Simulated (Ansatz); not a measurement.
# Lattice dynamics of (MgS)3(BeTe)1 [001] superlattice, started as zinc blende, part 2 of 2

Aim: the vibrations of (MgS)3(BeTe)1 [001] superlattice, started as zinc blende, their spectra, and whether the structure is stable.

Ansatz 0.2.0; DFT PBEsol, scalar-relativistic, plane waves, PAW.

So far. Step 4 (Tight relaxation): The largest force component left is 0.81 meV/Å and the pressure is 0.004 GPa, within the tolerances set. The cell now holds 22.47 Å³/atom. The relaxed cell has a, b, c = 3.911, 4.003, 11.485 Å (conventional setting).

The structure was built from a prototype and need not be the compound's stable phase.

In doubt: the program warns that the response may not be converged on this k-mesh (step 5), which bears on the force constants and all frequencies.

### Step 5. Linear response at the zone centre

The zone centre is the only wavevector solved here; it holds the modes that light can see, as far as symmetry allows. The response to a homogeneous field gives the Born charges and the dielectric tensor, and its change with displacement the Raman tensors.

The input, input.yaml:

```yaml
crystal:
  lattice:
    - [2.8305808198, 2.8305808198, 0.0]
    - [-2.7651440522, 2.7651440522, 0.0]
    - [0.0, 0.0, 11.4849940516]
  atoms:
    - { symbol: Be, position: [0.5, 0.5, 0.7255330534] }
    - { symbol: Mg, position: [0.0, 0.0, 0.0102481388] }
    - { symbol: Mg, position: [0.5, 0.5, 0.2607563456] }
    - { symbol: Mg, position: [0.0, 0.0, 0.5099211768] }
    - { symbol: S, position: [0.5, 0.0, 0.132941087] }
    - { symbol: S, position: [0.0, 0.5, 0.3825783061] }
    - { symbol: S, position: [0.5, 0.0, 0.6327418641] }
    - { symbol: Te, position: [0.0, 0.5, 0.8452800283] }
kpoints:
  mp_grid: { grid: [8, 8, 2] }
hamiltonian:
  xc: pbesol
scf:
  occupations: { method: fixed }
output:
  eigenvalues: true
phonons:
  method: dfpt
  dielectric: true
  rigid_motions: translations
  raman: true
```

Launch:

```
$ ansatz run input.yaml --threads 8 --pin off --max-ram 14336MiB --backend cpu --events-out ev --progress --plain --runs-dir out
```

Elapsed: 9.3 min, on 8 threads of Arm Neoverse V1, shared host; peak memory 3.3 GiB.

This step gave:

```
sum-rule residual before enforcement                    : 9.40e-5 eV/Å²
miss of the charge sum rule                             : 0.01321 e
estimated error of the dielectric tensor                : 0.02329
estimated error of the Born charges                     : 0.02132 e
point group                                             : mm2
highest optical mode at the zone centre (no LO-TO term) : 500.9 cm⁻¹
lowest optical zone-centre mode                         : 62.83 cm⁻¹
mean high-frequency dielectric constant                 : 4.965
largest Born charge (third of the trace)                : -2.018 e
mean static dielectric constant                         : 7.917
top of the zone-centre spectrum with the field          : 507.8 cm⁻¹
```

Without the LO-TO term. Patterns of degenerate modes are one choice out of their space. The modes at Γ (shares of kinetic energy by element, %):

```
mode  frequency (cm⁻¹)  symmetry  Be %  Mg %  S %  Te %
   1               0.0  acoustic     3    24   31    42
   2               0.0  acoustic     3    24   31    42
   3               0.0  acoustic     3    24   31    42
   4              62.8        B2     3    28   34    36
   5              66.2        B1     0    31   32    37
   6              93.4        B1     2    42   55     1
   7              96.5        B2     0    46   49     5
   8             121.1        B2     0    45   42    12
   9             124.2        B1    23    10   63     4
  10             132.5        A1     0    24   30    46
  11             179.8        A1     2    32   66     0
  12             241.8        B1     0    83    1    16
  13             258.1        A1     2     9   81     8
  14             297.8        B1    72     0   28     0
  15             322.7        B1     0    54   46     0
  16             327.2        B2     0    52   48     0
  17             328.3        B1     1    55   44     0
  18             332.2        A1     0    73   25     1
  19             334.3        B2     0    54   46     0
  20             342.7        B2     2    51   47     1
  21             367.3        A1     2    72   26     0
  22             389.4        A1     1    64   33     1
  23             448.2        B2    92     1    3     5
  24             500.9        A1    89     2    8     1
```

Displacements in mode 4 (62.8 cm⁻¹), the largest set to 1:
```
Be1  0.61  0.61  0.00
Mg2 -1.00 -1.00  0.00
Mg3 -0.73 -0.73  0.00
Mg4  0.15  0.15  0.00
S5  -0.96 -0.96  0.00
S6  -0.66 -0.66  0.00
S7   0.22  0.22  0.00
Te8  0.61  0.61  0.00
```

Displacements in mode 15 (322.7 cm⁻¹), the largest set to 1:
```
Be1 -0.07  0.07  0.00
Mg2 -0.08  0.08  0.00
Mg3 -1.00  1.00  0.00
Mg4  0.18 -0.18  0.00
S5   0.80 -0.80  0.00
S6  -0.13  0.13  0.00
S7   0.01 -0.01  0.00
Te8  0.01 -0.01  0.00
```

Optical modes at the zone centre, without and with the macroscopic field of the longitudinal modes; each column is sorted by frequency, so a row need not hold one and the same mode. Modes with and without the field, by row:

```
rank among optical modes  no field (cm⁻¹)  q along (1, 0, 0) (cm⁻¹)  q along (0, 0, 1) (cm⁻¹)
                       1             62.8                      62.8                      62.8
                       2             66.2                      66.5                      66.2
                       3             93.4                      93.6                      93.4
                       4             96.5                      96.6                      96.5
                       5            121.1                     121.4                     121.1
                       6            124.2                     124.3                     124.2
                       7            132.5                     132.5                     132.7
                       8            179.8                     179.8                     179.9
                       9            241.8                     244.2                     241.8
                      10            258.1                     258.1                     258.2
                      11            297.8                     305.3                     297.8
                      12            322.7                     323.9                     322.7
                      13            327.2                     327.5                     327.2
                      14            328.3                     332.2                     328.3
                      15            332.2                     332.4                     334.3
                      16            334.3                     339.8                     342.7
                      17            342.7                     367.3                     353.5
                      18            367.3                     383.2                     389.1
                      19            389.4                     389.4                     418.3
                      20            448.2                     473.8                     448.2
                      21            500.9                     500.9                     507.8
```

Born charge (rows field, columns displacement) (e), principal values of the symmetric part by kind of site:

```
atom  atoms with these values    low  middle   high   mean
 Be1                        1   1.07    1.80   2.03   1.63
 Mg2                        1   1.74    1.79   2.00   1.84
 Mg3                        1   1.87    1.88   2.20   1.98
 Mg4                        1   1.85    1.86   2.21   1.97
  S5                        1  -2.17   -1.94  -1.94  -2.02
  S6                        1  -2.22   -1.92  -1.87  -2.01
  S7                        1  -2.48   -1.78  -1.64  -1.97
 Te8                        1  -1.68   -1.44  -1.20  -1.44
```

In full for Be1:

```
 1.92 -0.11  0.00
-0.11  1.92  0.00
 0.00  0.00  1.07
```

High-frequency dielectric tensor:

```
5.02 0.00 0.00
0.00 5.02 0.00
0.00 0.00 4.85
```

Static dielectric tensor (ions relaxed, fixed cell):

```
 8.20 -0.85  0.00
-0.85  8.20  0.00
 0.00  0.00  7.35
```

Transverse modes. Lines of the infrared spectrum (strongest = 100):

```
position (cm⁻¹)  relative intensity
             63                 0.0
             66                 0.3
             93                 0.3
             96                 0.1
            121                 0.7
            124                 0.2
            132                 0.2
            180                 0.1
            242                  14
            258                 0.1
            298                  77
            323                  30
            327                  20
            328                  61
            332                 100
            334                  33
            343                  37
            367                  42
            389                 0.4
            448                  69
            501                  10
```

Activity x (w_L - w)^4 (n + 1)/w, 532 nm, 300 K; the tensors are static ones, while 532 nm light lies above the computed direct gap, where resonance would change the heights; modes without the macroscopic field alone. Lines of the Raman spectrum (strongest = 100):

```
position (cm⁻¹)  relative intensity
             63                 6.5
             66                 0.5
             93                 0.4
             96                 0.1
            121                 7.4
            124                  10
            132                  30
            180                 4.7
            242                 7.3
            258                  32
            298                  23
            323                 3.2
            327                 0.6
            328                 6.6
            332                  17
            334                 1.0
            343                 6.7
            367                 6.1
            389                  32
            448                  25
            501                 100
```

Static second-order susceptibility (pm/V), twice the coefficient d of second-harmonic generation. Second order susceptibility, by row:

```
field along    xx    yy    zz    yz    xz    xy
          x     0     0     0  2.66  7.57     0
          y     0     0     0  7.57  2.66     0
          z  7.57  7.57  1.18     0     0  2.66
```

Before it was imposed, the acoustic sum rule was missed by 9.4e-5 eV/Å² and the charge sum rule by 0.013 e. Small misses are needed for a sound result but don't prove that mesh and cutoff are converged. The lowest optical mode is real, 62.8 cm⁻¹.

The log warns of the k mesh: “the force constants stand on the 8×8×2 k-mesh, whose period is 11.91 times the interband length at k = (0.0000, 0.0000, 0.0000), direct gap 1.455 eV, under 14: take them and everything formed from them as unconverged”.

### Step 6. Another isotope, element Mg, natural mass 24.305 amu

An isotope changes the mass and not the force constants, so no new electronic calculation is needed; the shifts show which modes move this element.

The same force constants with the mass of Mg changed from 24.305 to 25.983 u (phonopy, no LO-TO term). Both lists are sorted by frequency; levels can cross, so a row need not hold one and the same mode. Modes under 3 cm⁻¹ are left out. Isotope shifts, by row:

```
    q  rank  natural mass (cm⁻¹)  changed mass (cm⁻¹)
0 0 0     4                62.83                62.23
0 0 0     5                66.21                65.51
0 0 0     6                93.41                92.07
0 0 0     7                96.54                95.04
0 0 0     8                121.1                119.3
0 0 0     9                124.2                123.8
0 0 0    10                132.5                131.4
0 0 0    11                179.8                177.8
0 0 0    12                241.8                235.2
0 0 0    13                258.1                257.3
0 0 0    14                297.8                297.8
0 0 0    15                322.7                  317
0 0 0    16                327.2                321.7
0 0 0    17                328.3                322.5
0 0 0    18                332.2                324.2
0 0 0    19                334.3                328.5
0 0 0    20                342.7                337.1
0 0 0    21                367.3                358.7
0 0 0    22                389.4                381.2
0 0 0    23                448.2                448.1
0 0 0    24                500.9                500.6
```

A mode of this element alone would shift by -3.28 %. The highest zone-centre frequency without the field goes from 500.9 to 500.6 cm⁻¹ (-0.1 %). The product of the frequency ratios over all optical modes at Γ is 0.759; the product rule, (m/m′)^(3k/2) (M′/M)^(3/2) with k = 3 such atoms and M the mass of the cell, gives 0.759.

### Step 7. Another isotope, element S, natural mass 32.06 amu

The same for S, from 32.06 to 33.97 u.

A mode of this element alone would shift by -2.85 %. The highest zone-centre frequency without the field goes from 500.9 to 499.8 cm⁻¹ (-0.2 %). The product of the frequency ratios over all optical modes at Γ is 0.793; the product rule, (m/m′)^(3k/2) (M′/M)^(3/2) with k = 3 such atoms and M the mass of the cell, gives 0.793.

### Step 8. Another isotope, element Te, natural mass 127.6 amu

The same for Te, from 127.60 to 129.91 u.

The same force constants with the mass of Te changed from 127.600 to 129.906 u (phonopy, no LO-TO term). Both lists are sorted by frequency; levels can cross, so a row need not hold one and the same mode. Modes under 3 cm⁻¹ are left out. Isotope shifts, by row:

```
    q  rank  natural mass (cm⁻¹)  changed mass (cm⁻¹)
0 0 0     4                62.83                62.63
0 0 0     5                66.21                65.99
0 0 0     6                93.41                 93.4
0 0 0     7                96.54                96.49
0 0 0     8                121.1                  121
0 0 0     9                124.2                124.1
0 0 0    10                132.5                131.9
0 0 0    11                179.8                179.8
0 0 0    12                241.8                241.4
0 0 0    13                258.1                257.9
0 0 0    14                297.8                297.8
0 0 0    15                322.7                322.7
0 0 0    16                327.2                327.2
0 0 0    17                328.3                328.3
0 0 0    18                332.2                332.2
0 0 0    19                334.3                334.3
0 0 0    20                342.7                342.6
0 0 0    21                367.3                367.3
0 0 0    22                389.4                389.3
0 0 0    23                448.2                  448
0 0 0    24                500.9                500.8
```

A mode of this element alone would shift by -0.89 %. The highest zone-centre frequency without the field goes from 500.9 to 500.8 cm⁻¹ (-0.0 %). The product of the frequency ratios over all optical modes at Γ is 0.985; the product rule, (m/m′)^(3k/2) (M′/M)^(3/2) with k = 1 such atoms and M the mass of the cell, gives 0.985.

### Step 9. What came out

```json
{
 "space group after relaxation (within 0.01 Å)": "Pmm2",
 "volume per atom": "22.5 Å³",
 "gap on the k-mesh": "1.21 eV",
 "highest optical mode at the zone centre (no LO-TO term)": "501 cm⁻¹",
 "top of the zone-centre spectrum with the field": "508 cm⁻¹",
 "lowest optical zone-centre mode": "62.8 cm⁻¹",
 "mean high-frequency dielectric constant": "4.97",
 "mean static dielectric constant": "7.92",
 "largest Born charge (third of the trace)": "-2.02 e",
 "imaginary modes at Γ (the only wavevector solved)": "none"
}
```

In words: The structure is stable against zone-centre distortions, since no mode there is imaginary; other wavevectors were not solved, so zone-boundary instabilities are untested. Without the field, the optical modes at Γ span 63 to 501 cm⁻¹. No dispersion was computed. The highest mode in this list at Γ, 500.9 cm⁻¹, is mostly motion of Be (89 % of the kinetic energy). With the macroscopic field of the longitudinal modes the top of the zone-centre spectrum lies at 508 cm⁻¹, against 501 cm⁻¹ without it. Lattice motion raises the mean dielectric constant from 4.965 to 7.917. The strongest infrared line is at 332 cm⁻¹. Averaged over orientations, the strongest Raman line at 532 nm and 300 K is at 501 cm⁻¹, among the modes without the field; their longitudinal partners can be Raman active too. The tensors are the static, non-resonant ones, while 532 nm light (2.33 eV) lies above the computed gap. With the field response the log warns that the k mesh is coarse for the force constants too, so the frequencies may not be converged. Spin-orbit coupling is left out, which can matter for the heavy elements here. The starting cell was built on a prototype and not taken from a measurement, so the phase need not exist. These are harmonic frequencies at zero temperature: anharmonic shifts, linewidths and thermal expansion are left out.

[Logs are printed without paths, hosts, clocks, repeated set-up lines and the standing remarks that a program may print on its own settings, such as how far it seeks lower states.]

[Hosts, paths, dates, database ids (printed as entryN), source tags and the programs' standing remarks are cut or masked in the printed files.]
